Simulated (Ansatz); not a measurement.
# Fe2Co3O2: relaxing a made-up structure

Starting from a made-up structure for Fe2Co3O2, the aim is the relaxed cell, its shortest contacts and, where a second run follows, its electronic structure.

Main program and level: Ansatz 0.2.0; DFT, PBEsol, plane-wave PAW, files of the set soft_1, scalar-relativistic, ferromagnetic start, cell and ions relaxed at zero pressure; PAW set soft_1.

## 1. Set-up

Symmetry: R-3m, No. 166, trigonal system. Conventional cell: a = 4.306 Å, b = 4.306 Å, c = 11.097 Å, α = 90.00°, β = 90.00°, γ = 120.00°. Nearest to Co lie 2 O at 1.80 Å. Fe has 6 Co at 2.15 Å and 2 O at 2.40 Å nearest. Nearest to Fe lie 6 Co at 2.23 Å and 6 O at 2.55 Å. Nearest to O lie 3 Co at 1.80 Å and 4 Fe at 2.40 to 2.55 Å. Farther neighbours and most contacts between anions are not listed.

## 2. Relaxing cell and atoms

The guessed cell has no reason to be at equilibrium. It is relaxed with the atoms, within the space group of the guess.

Input file input.yaml:

```yaml
crystal:
  lattice:
    - [2.153, 1.24303513, 3.699]
    - [-2.153, 1.24303513, 3.699]
    - [0.0, -2.486070259, 3.699]
  atoms:
    - { symbol: Co, position: [0.5, 0.0, 0.0], spin: 2.0 }
    - { symbol: Co, position: [0.0, 0.5, 0.0], spin: 2.0 }
    - { symbol: Co, position: [0.0, 0.0, 0.5], spin: 2.0 }
    - { symbol: Fe, position: [0.5, 0.5, 0.5], spin: 3.0 }
    - { symbol: Fe, position: [0.0, 0.0, 0.0], spin: 3.0 }
    - { symbol: O, position: [0.283633331, 0.283633331, 0.283633331] }
    - { symbol: O, position: [0.716366669, 0.716366669, 0.716366669] }
magnetization:
  spin_polarized: true
kpoints:
  mp_grid: { grid: [8, 8, 8] }
scf:
  occupations: { method: fermi_dirac, width: 0.05 }
hamiltonian:
  xc: pbesol
  pseudopotentials: { kind: paw, azcp: { folder: soft_1 }, xc_functional: pbe }
relax:
  f_tol: 0.015
  max_steps: 70
  cell: {}
output:
  forces: true
  stress: true
```

Launch:

```console
$ ansatz run input.yaml --threads 4 --pin off --max-ram 10240MiB --backend cpu --events-out ev --progress --plain --runs-dir out
```

Numbers of over 12 decimals in the logs are rounded to 6 here.

Output:

```text
Engine: ansatz 0.2.0, aarch64-unknown-linux-gnu
Pseudopotentials: kind: paw
Pseudopotential: Co, paw, valence charge 17, recommended cutoff 420 eV (normal), soft_1/Co.paw.azcp
Pseudopotential: Fe, paw, valence charge 16, recommended cutoff 420 eV (normal), soft_1/Fe.paw.azcp
Pseudopotential: O, paw, valence charge 6, recommended cutoff 420 eV (normal), soft_1/O.paw.azcp
Functional definition: PBEsol
  exchange = pbesol_x
  correlation = pbesol_c
Crystal: 7 atoms, lattice volume = 59.397 Å³
Basis set: ecut = 420 eV, 1171 PW (Γ), exchange–correlation on 60×60×60 points (8 copies of the dense FFT grid, shifted against one another)
Bands: 65, of which v1, the nominal top of the filled ones, is band 48 counted from 1 (47 counted from 0)
Symmetry: 12 space group operations
Space group: R-3m (ITA 166), of the structure as read, at distance tolerance 3.9e-5 Å
Magnetic group: BNS 166.97 (UNI 1327), of the structure as read, at distance tolerance 3.9e-5 Å
k-points: 65 of 512
Non-local potential: Co, projectors of the file, l = 0: 3, l = 1: 2, l = 2: 3, l = 3: 1
Non-local potential: Fe, projectors of the file, l = 0: 3, l = 1: 2, l = 2: 3, l = 3: 1
Non-local potential: O, projectors of the file, l = 0: 2, l = 1: 2, l = 2: 1
PAW form: soft (Blöchl's): semilocal exchange-correlation on the pseudo side does not see the compensation charge
PAW frozen core: Co, regenerated for the run's functional, and the local potential with it (the file was generated under x = pbe(κ = 0.804, μ = 0.219515), c = pbe(β = 0.066725))
PAW frozen core: Fe, regenerated for the run's functional, and the local potential with it (the file was generated under x = pbe(κ = 0.804, μ = 0.219515), c = pbe(β = 0.066725))
PAW frozen core: O, regenerated for the run's functional, and the local potential with it (the file was generated under x = pbe(κ = 0.804, μ = 0.219515), c = pbe(β = 0.066725))
PAW one-centre angular grid: Co, 590 points (default); XC on 64 Gauss nodes
PAW one-centre angular grid: Fe, 590 points (default); XC on 64 Gauss nodes
PAW one-centre angular grid: O, 110 points (default); XC on 64 Gauss nodes
Initial density: superposition of atomic densities (chi_scale 0.1, normalization cell, long waves kept (reshape's long-wave potential 0.03 eV rms))
Starting moments: Σ|m| = 12 μB on 5 of 7 sites
Initial wavefunctions: pseudopotential atomic-orbital guess
Functional: x = pbesol(κ = 0.804, μ = 0.123457), c = pbesol(β = 0.046)
SCF iter   1: F=—  HF=-25279.331048 eV  |F-HF|=—  |Δ(HF+E_count)|=         —  Δρ=1.12e-1 (↑9.62e-2 ↓1.12e-1)  dr2=3.16e1  dr2_m=8.78e-1  M=10.170 μB ∫|m|=10.253 μB  β_m=0.30  ethr=3.10e-3  ⟨swp⟩=6.1  Hψ=33090  notcnv=0  defer=27
Mixer restart at iter 1: flushing history
preconditioner: auto → Kerker (q_TF=auto, 2.950 Å⁻¹)  [metal: Δε(μ)=0.004 eV  Ē_g=11.594 eV  σ=0.050 eV  W_gap=0.02  n_scr=26 (ndim 8)  ℏωp=35.7 eV  f_vac=0.000  D(μ)=5.30/eV (n_scr^D=58)]
spin=Collinear: Kerker preconditioning applied to the charge; magnetization (m = ρ↑ − ρ↓) channel mixes plain (no charge-response kernel on spin).
SCF iter   2: F=—  HF=-25282.903603 eV  |F-HF|=—  |Δ(HF+E_count)|=    3.57e0  Δρ=7.87e-2 (↑5.06e-2 ↓7.87e-2)  dr2=1.37e1  dr2_m=7.62e-1  M=9.990 μB ∫|m|=10.093 μB  β_m=0.51  ethr=3.10e-3  ⟨swp⟩=3.0  Hψ=16009  notcnv=0  defer=843
SCF iter   3: F=—  HF=-25289.591813 eV  |F-HF|=—  |Δ(HF+E_count)|=    6.69e0  Δρ=4.86e-2 (↑3.91e-2 ↓4.86e-2)  dr2=3.79e0  dr2_m=6.48e-1  M=9.352 μB ∫|m|=9.507 μB  β_m=0.70  ethr=3.10e-3  ⟨swp⟩=3.4  Hψ=15484  notcnv=0  defer=871
SCF iter   4: F=—  HF=-25289.960358 eV  |F-HF|=—  |Δ(HF+E_count)|=   3.69e-1  Δρ=5.20e-2 (↑2.55e-2 ↓5.20e-2)  dr2=3.28e0  dr2_m=2.73e-1  M=8.776 μB ∫|m|=8.940 μB  β_m=0.66  ethr=3.10e-3  ⟨swp⟩=3.7  Hψ=16396  notcnv=0  defer=875
SCF iter   5: F=—  HF=-25288.528752 eV  |F-HF|=—  |Δ(HF+E_count)|=    1.43e0  Δρ=4.04e-2 (↑4.04e-2 ↓2.60e-2)  dr2=1.40e0  dr2_m=9.40e-2  M=7.920 μB ∫|m|=8.071 μB  β_m=0.80  ethr=3.10e-3  ⟨swp⟩=3.2  Hψ=14502  notcnv=0  defer=877
SCF iter   6: F=—  HF=-25289.584454 eV  |F-HF|=—  |Δ(HF+E_count)|=    1.06e0  Δρ=1.40e-2 (↑1.40e-2 ↓1.27e-2)  dr2=2.17e-1  dr2_m=2.57e-2  M=8.029 μB ∫|m|=8.157 μB  β_m=0.86  ethr=1.47e-3  ⟨swp⟩=3.1  Hψ=14922  notcnv=0  defer=871
SCF iter   7: F=—  HF=-25289.733602 eV  |F-HF|=—  |Δ(HF+E_count)|=         —  Δρ=3.04e-2 (↑3.04e-2 ↓1.34e-2)  dr2=4.86e-1  dr2_m=1.48e-1  M=7.549 μB ∫|m|=7.666 μB  β_m=0.86  ethr=2.29e-4  ⟨swp⟩=3.1  Hψ=15590  notcnv=0  defer=870
Mixer restart at iter 7: flushing history
SCF iter   8: F=—  HF=-25289.876579 eV  |F-HF|=—  |Δ(HF+E_count)|=   1.43e-1  Δρ=3.18e-2 (↑3.18e-2 ↓2.31e-2)  dr2=9.73e-1  dr2_m=3.52e-2  M=7.959 μB ∫|m|=8.064 μB  β_m=0.60  ethr=2.29e-4  ⟨swp⟩=3.8  Hψ=18670  notcnv=0  defer=872
SCF iter   9: F=—  HF=-25289.657915 eV  |F-HF|=—  |Δ(HF+E_count)|=   2.19e-1  Δρ=3.38e-3 (↑2.15e-3 ↓3.38e-3)  dr2=4.24e-3  dr2_m=3.40e-3  M=7.682 μB ∫|m|=7.790 μB  β_m=0.74  ethr=2.29e-4  ⟨swp⟩=3.3  Hψ=17751  notcnv=0  defer=872
SCF iter  10: F=—  HF=-25289.658009 eV  |F-HF|=—  |Δ(HF+E_count)|=         —  Δρ=2.76e-3 (↑1.85e-3 ↓2.76e-3)  dr2=7.70e-3  dr2_m=2.27e-4  M=7.691 μB ∫|m|=7.797 μB  β_m=0.74  ethr=4.46e-6  ⟨swp⟩=2.1  Hψ=14521  notcnv=0  defer=870
Mixer restart at iter 10: flushing history
SCF iter  11: F=—  HF=-25289.660129 eV  |F-HF|=—  |Δ(HF+E_count)|=   2.12e-3  Δρ=2.10e-3 (↑2.10e-3 ↓1.15e-3)  dr2=3.94e-3  dr2_m=1.71e-4  M=7.680 μB ∫|m|=7.785 μB  β_m=0.59  ethr=4.46e-6  ⟨swp⟩=2.2  Hψ=15715  notcnv=0  defer=870
SCF iter  12: F=—  HF=-25289.658244 eV  |F-HF|=—  |Δ(HF+E_count)|=   1.88e-3  Δρ=8.67e-4 (↑3.90e-4 ↓8.67e-4)  dr2=6.04e-4  dr2_m=8.96e-5  M=7.694 μB ∫|m|=7.799 μB  β_m=0.79  ethr=4.14e-6  ⟨swp⟩=2.0  Hψ=14196  notcnv=0  defer=870
SCF iter  13: F=—  HF=-25289.658409 eV  |F-HF|=—  |Δ(HF+E_count)|=   1.64e-4  Δρ=6.78e-4 (↑6.78e-4 ↓3.63e-4)  dr2=3.26e-4  dr2_m=2.67e-5  M=7.690 μB ∫|m|=7.795 μB  β_m=0.65  ethr=6.36e-7  ⟨swp⟩=2.4  Hψ=13289  notcnv=0  defer=870
SCF iter  14: F=—  HF=-25289.658244 eV  |F-HF|=—  |Δ(HF+E_count)|=   1.65e-4  Δρ=1.12e-4 (↑1.12e-4 ↓8.32e-5)  dr2=1.21e-5  dr2_m=2.76e-7  M=7.694 μB ∫|m|=7.798 μB  β_m=0.79  ethr=3.43e-7  ⟨swp⟩=2.0  Hψ=12856  notcnv=0  defer=870
SCF iter  15: F=—  HF=-25289.658267 eV  |F-HF|=—  |Δ(HF+E_count)|=   2.28e-5  Δρ=1.19e-4 (↑1.19e-4 ↓9.59e-5)  dr2=1.17e-5  dr2_m=1.93e-6  M=7.691 μB ∫|m|=7.795 μB  β_m=0.89  ethr=1.27e-8  ⟨swp⟩=2.0  Hψ=12962  notcnv=0  defer=870
[...]
relax step  11: F+E_penalty+E_count = -25293.98949567 eV  Δ(F+E_penalty+E_count) = -4.373e-3 eV  max|allowed force component| = 5.250e-3 eV/Å  Δτ_max = 0.0013 Å  P = +0.148 GPa  Ω = 77.502 Å³  energy of the carried Pulay correction = -3.934e-3 eV  (11 SCF iters, dr2 threshold 7.00e-7 eV, accepted)
relax step  12: F+E_penalty+E_count = -25293.99021010 eV  Δ(F+E_penalty+E_count) = -7.144e-4 eV  max|allowed force component| = 5.514e-3 eV/Å  Δτ_max = 0.0039 Å  P = -0.004 GPa  Ω = 77.450 Å³  energy of the carried Pulay correction = -3.761e-3 eV  (12 SCF iters, dr2 threshold 2.38e-7 eV, accepted)
relax step  13: F+E_penalty+E_count = -25293.99456466 eV  Δ(F+E_penalty+E_count) = -4.355e-3 eV  max|allowed force component| = 4.707e-3 eV/Å  Δτ_max = 0.0000 Å  P = -0.016 GPa  Ω = 77.450 Å³  stress off target by 1.06e-1 GPa  SCF on the basis re-selected at this cell (its energy is not comparable with the rows above)  (13 SCF iters)
relax step  14: F+E_penalty+E_count = -25293.99470998 eV  Δ(F+E_penalty+E_count) = -1.453e-4 eV  max|allowed force component| = 1.551e-4 eV/Å  Δτ_max = 0.0012 Å  P = +0.002 GPa  Ω = 77.410 Å³  energy of the carried Pulay correction = +9.797e-5 eV  (11 SCF iters, dr2 threshold 2.81e-8 eV, accepted)
iter 1 solved again at ethr=9.50e-8 eV; its pass at ethr=3.10e-3 eV (dr2=9.02e-5 eV) is discarded
SCF iter   1: F=—  HF=-25293.994686 eV  |F-HF|=—  |Δ(HF+E_count)|=         —  Δρ=4.11e-6 (↑4.11e-6 ↓3.84e-6)  dr2=8.61e-9  dr2_m=5.17e-10  M=9.324 μB ∫|m|=9.564 μB  β_m=0.65  ethr=9.50e-8  ⟨swp⟩=3.8  Hψ=54534  notcnv=0
eigensolver tolerance schedule: the retry pair's looser diagonalisation over-reported the residual by 10483.70 of it (diagonalisation noise at 0.47 of the residual, at the tolerance the schedule requests for it); recorded, not acted on — ethr = c·dr2/N_el stays at c = 1.0e-1
preconditioner: auto → Kerker (q_TF=auto, 2.162 Å⁻¹)  [metal: Δε(μ)=0.012 eV  Ē_g=9.810 eV  σ=0.050 eV  W_gap=0.06  n_scr=14 (ndim 8)  ℏωp=31.3 eV  f_vac=0.010  D(μ)=4.54/eV (n_scr^D=56)]
spin=Collinear: Kerker preconditioning applied to the charge; magnetization (m = ρ↑ − ρ↓) channel mixes plain (no charge-response kernel on spin).
SCF iter   2: F=—  HF=-25293.994685 eV  |F-HF|=—  |Δ(HF+E_count)|=   1.13e-6  Δρ=2.41e-6 (↑2.41e-6 ↓1.82e-6)  dr2=5.68e-9  dr2_m=3.67e-10  M=9.324 μB ∫|m|=9.564 μB  β_m=0.42  ethr=9.06e-12  ⟨swp⟩=3.4  Hψ=20553  notcnv=0
SCF iter   3: F=—  HF=-25293.994685 eV  |F-HF|=—  |Δ(HF+E_count)|=   1.40e-9  Δρ=1.25e-6 (↑1.18e-6 ↓1.25e-6)  dr2=6.60e-10  dr2_m=6.32e-11  M=9.324 μB ∫|m|=9.564 μB  β_m=0.55  ethr=5.98e-12  ⟨swp⟩=2.1  Hψ=11760  notcnv=0
SCF iter   4: F=—  HF=-25293.994685 eV  |F-HF|=—  |Δ(HF+E_count)|=   1.66e-9  Δρ=3.73e-7 (↑2.84e-7 ↓3.73e-7)  dr2=1.67e-10  dr2_m=1.16e-11  M=9.324 μB ∫|m|=9.564 μB  β_m=0.65  ethr=1.00e-12  ⟨swp⟩=2.1  Hψ=11454  notcnv=0
SCF iter   5: F=—  HF=-25293.994685 eV  |F-HF|=—  |Δ(HF+E_count)|=  5.09e-11  Δρ=1.51e-7 (↑9.83e-8 ↓1.51e-7)  dr2=2.62e-11  dr2_m=3.34e-12  M=9.324 μB ∫|m|=9.564 μB  β_m=0.65  ethr=1.00e-12  ⟨swp⟩=1.0  Hψ=8450  notcnv=0
SCF iter   6: F=—  HF=-25293.994685 eV  |F-HF|=—  |Δ(HF+E_count)|=  1.46e-11  Δρ=1.16e-7 (↑1.16e-7 ↓7.57e-8)  dr2=1.27e-11  dr2_m=2.63e-12  M=9.324 μB ∫|m|=9.564 μB  β_m=0.81  ethr=1.00e-12  ⟨swp⟩=1.0  Hψ=8450  notcnv=0
SCF iter   7: F=—  HF=-25293.994685 eV  |F-HF|=—  |Δ(HF+E_count)|=  7.28e-12  Δρ=5.43e-8 (↑4.55e-8 ↓5.43e-8)  dr2=2.71e-12  dr2_m=1.25e-12  M=9.324 μB ∫|m|=9.564 μB  β_m=0.91  ethr=1.00e-12  ⟨swp⟩=1.0  Hψ=8450  notcnv=0
SCF iter   8: F=—  HF=-25293.994685 eV  |F-HF|=—  |Δ(HF+E_count)|=    0.00e0  Δρ=4.90e-8 (↑4.90e-8 ↓3.63e-8)  dr2=3.50e-12  dr2_m=2.51e-13  M=9.324 μB ∫|m|=9.564 μB  β_m=0.77  ethr=1.00e-12  ⟨swp⟩=1.0  Hψ=8450  notcnv=0
SCF iter   9: F=—  HF=-25293.994685 eV  |F-HF|=—  |Δ(HF+E_count)|=  7.28e-12  Δρ=2.96e-8 (↑2.96e-8 ↓1.87e-8)  dr2=8.84e-13  dr2_m=1.25e-13  M=9.324 μB ∫|m|=9.564 μB  β_m=0.82  ethr=1.00e-12  ⟨swp⟩=1.0  Hψ=8450  notcnv=0
SCF iter  10: F=-25293.994685 eV  HF=-25293.994685 eV  |F-HF|=3.64e-12  |Δ(HF+E_count)|=  7.28e-12  Δρ=5.79e-8 (↑1.42e-8 ↓5.79e-8)  dr2=4.06e-12  dr2_m=4.36e-13  M=9.324 μB ∫|m|=9.564 μB  ethr=1.00e-12  ⟨swp⟩=1.9  Hψ=18911  notcnv=0
SCF 15 converged in 10 iterations: F = -25293.994685 eV  dr2 = 4.06e-12
relax step  15: F+E_penalty+E_count = -25293.99468516 eV  Δ(F+E_penalty+E_count) = +2.482e-5 eV  max|allowed force component| = 1.125e-4 eV/Å  Δτ_max = 0.0000 Å  P = +0.001 GPa  Ω = 77.410 Å³  stress off target by 6.44e-3 GPa  SCF on the basis re-selected at this cell (its energy is not comparable with the rows above)  (10 SCF iters)
basis re-selected at this cell: Δ(F+E_penalty+E_count) = +2.482e-5 eV, ΔP = -0.001 GPa vs the last step (what re-selecting the basis moved, of the pressure what is left beyond the Pulay correction that the steps carried, after the strain that the cell walked since its last selection, with what the two solves' SCF thresholds leave and, on support functions, any second-order correction that the steps lacked; it is no m [...]
SCF converged after 10 iterations
Magnetization: 9.3242 μB (52.1621 up, 42.8379 down)
Absolute magnetization: 9.5668 μB (∫|ρ↑−ρ↓|, with the PAW one-centre terms)
Spin contamination: 0.1161 ħ² per cell (⟨S²⟩ above its minimum at these occupations)
Per-site moments (μB) at R_I (Å): [(0.923865, 0.767281), (0.923865, 0.767281), (0.923865, 0.767281), (3.248945, 1.012381), (2.909012, 0.955362), (0.055158, 0.767281), (0.055158, 0.767281)]
Free energy (F): -25293.994685 eV
Harris-Foulkes:  -25293.994685 eV  (|F-HF|=3.64e-12)
Internal energy: -25293.955871 eV  (E = F + TS)
E sigma→0 (E₀):  -25293.975278 eV
Entropy (-TS):   -0.038814 eV (-5.545 meV/atom)
Fermi energy:    14.414286 eV
--- Per-component energies (eV) ---
  E_band       = -1466.345080
  E_kinetic    = 1869.284648
  E_local      = -15424.309196  (includes V_loc(G=0)·N_el)
  E_nonlocal   = 2009.821541
  E_hartree    = 6649.465149
  E_xc         = -632.394246
  E_vxc        = -815.213373  (∫ρ·V_xc dr)
  E_paw        = -7637.282597  (= ΣΔE_a)
  E_vpaw       = -2404.858573  (= ΣTr[D̂ρ^β])
  E_aug_tail   = -0.000497  (compensation charges beyond the density's cutoff)
  E_ewald      = -12129.534912
  E_core_change = 0.994239  (= ΣΔE_core)
  E_smearing   = -0.038814  (= −TS)
  E_closure    = -0.000000  (closes the sum)
  Σ components = -25293.994685   (vs F -25293.994685, Δ=0.00e0)
--- Forces (eV/Å), atoms counted from 1 ---
  atom   1  Co    -0.00000000     0.00000000     0.00000000
  atom   2  Co     0.00000000     0.00000000     0.00000000
  atom   3  Co     0.00000000     0.00000000     0.00000000
  atom   4  Fe    -0.00000000     0.00000000     0.00000000
  atom   5  Fe    -0.00000000     0.00000000    -0.00000000
  atom   6  O      0.00000000     0.00000000     0.00011246
  atom   7  O      0.00000000    -0.00000000    -0.00011246
  max |Σ_I F_I| component: 2.31e-18 eV/Å
--- Stress (GPa, compression-positive) ---
        0.004853      -0.000000       0.000000
       -0.000000       0.004853      -0.000000
       -0.000000      -0.000000      -0.006436
  P = ⅓ Tr σ = 0.0011 GPa (0.011 kbar)
--- Relaxed structure (12 steps of the walk, 12 accepted, 3 SCFs on fresh bases) ---
  F+E_penalty+E_count = -25293.99468516 eV   max|allowed force component| = 1.125e-4 eV/Å   (the final SCF, on the basis selected at the relaxed cell)
  cell:  # Å, volume = 77.4100 Å³
    - [2.476311, 1.429699, 3.644149]
    - [-2.476311, 1.429699, 3.644149]
    - [0, -2.859398, 3.644149]
  atoms:
    - { symbol: Co, position: [0.5, -2.7755575615628914e-17, 0.0] }
    - { symbol: Co, position: [-2.7755575615628914e-17, 0.5, 0.0] }
    - { symbol: Co, position: [0.0, 0.0, 0.5] }
    - { symbol: Fe, position: [0.500000, 0.500000, 0.500000] }
    - { symbol: Fe, position: [1.1165974561178269e-19, 1.1165974561178269e-19, 1.1165974563133872e-19] }
    - { symbol: O, position: [0.275507, 0.275507, 0.275507] }
    - { symbol: O, position: [0.724493, 0.724493, 0.724493] }
```

Wall time 3.2 min (4 threads of Arm Neoverse V2, shared host); peak memory 0.79 GiB; 13 min of CPU time.

Step by step:

```tsv
step	energy less that of the first step (eV)	largest force component (eV/Å)	pressure (GPa)	volume (Å³)
1	0.0000	1.4448	84.49	59.40
2	-2.8281	0.5692	36.97	66.75
3	-3.9158	0.0489	8.78	73.72
4	-3.9422	0.8387	-4.01	78.54
5	-4.0540	0.2343	0.10	76.45
6	-4.0602	0.0501	-0.55	76.08
7	-4.0615	0.0198	0.22	75.74
8	-4.0613	0.0049	-0.03	75.83
9*	-4.2915	0.0229	4.39	75.83
10	-4.3269	0.0169	1.31	77.10
11	-4.3312	0.0053	0.15	77.50
12	-4.3319	0.0055	0.00	77.45
13*	-4.3363	0.0047	-0.02	77.45
14	-4.3364	0.0002	0.00	77.41
15*	-4.3364	0.0001	0.00	77.41
```

Relaxation steps marked * repeat the geometry before them on a plane-wave basis chosen anew for their cell, so energy and pressure can jump there.

Forces are held to the 12 operations that the run works with; a distortion that breaks them can't arise in this run.

```tsv
cell as run	before	after	change
a (Å)	4.457	4.632	+3.9 %
b (Å)	4.457	4.632	+3.9 %
c (Å)	4.457	4.632	+3.9 %
α (°)	57.77	64.63	+11.9 %
β (°)	57.77	64.63	+11.9 %
γ (°)	57.77	64.63	+11.9 %
volume (Å³/atom)	8.49	11.06	+30.3 %
```

The atoms that moved most (Å, as changes of fractional coordinates times the final cell):

```tsv
atom	dx	dy	dz	length
O6	0.000	0.000	-0.089	0.089
O7	0.000	0.000	0.089	0.089
```

The relaxed structure:

```xyz
7
Lattice="2.4763 1.4297 3.6441 -2.4763 1.4297 3.6441 0.0000 -2.8594 3.6441" Properties=species:S:1:pos:R:3 pbc="T T T"
Co    1.2382    0.7148    1.8221
Co   -1.2382    0.7148    1.8221
Co    0.0000   -1.4297    1.8221
Fe    0.0000    0.0000    5.4662
Fe    0.0000    0.0000    0.0000
O     0.0000    0.0000    3.0120
O     0.0000    0.0000    7.9205
```

Numbers from this step:

| Property | Result |
| --- | --- |
| free energy | -25293.9947 eV |
| energy at zero smearing | -25293.9753 eV |
| smearing term TS | 0.03881 eV |
| Fermi energy | 14.41 eV |
| magnetization | 9.324 μB |
| absolute magnetization | 9.567 μB |
| site moments | 0.9239, 0.9239, 0.9239, 3.249, 2.909, 0.05516, 0.05516 μB |
| electrons | 95 |
| symmetry operations | 12 |
| pressure | 0.001090 GPa |

Site moment by atom:

```tsv
atom	site moment (μB)
Co1	0.92
Co2	0.92
Co3	0.92
Fe4	3.25
Fe5	2.91
O6	0.06
O7	0.06
```

The shortest distance of each pair, which need not be the same contact before and after:

```tsv
pair	guess (Å)	relaxed (Å)
Co–O	1.797	1.860
Co–Fe	2.153	2.316
Fe–O	2.401	2.454
Co–Co	2.153	2.476
O–O	2.720	3.126
```

The relaxation ends with a largest force component of 1.1e-4 eV/Å and a pressure of 0.00 GPa.

## 3. Summary of results

```json
{
 "space group, relaxed": "R-3m",
 "conventional cell": "a = 4.953, b = 4.953, c = 10.932 Å; α = 90.0°, β = 90.0°, γ = 120.0°",
 "volume per atom": "11.06 Å³ (guess 8.49)",
 "total moment": "9.32 μB in the cell of 7 atoms"
}
```

**Reading.** Fe2Co3O2 relaxes to R-3m with a = 4.953, b = 4.953 and c = 10.932 Å. The guessed volume was 23 % too small. The space group R-3m was held in the relaxation, so the end point is a stationary structure within it and may be a saddle against distortions or other arrangements. The input starts from parallel moments, and no other start was typed. Mesh and cutoff weren't tested. No dispersion term is used, so weakly bound directions may come out too long. Nothing here tests whether the compound is stable against decomposition.

[Logs are printed without paths, hosts, clocks, repeated set-up lines and the standing remarks that a program may print on its own settings, such as how far it seeks lower states.]

[Hosts, paths, dates, database ids (printed as entryN), source tags and the programs' standing remarks are cut or masked in the printed files.]
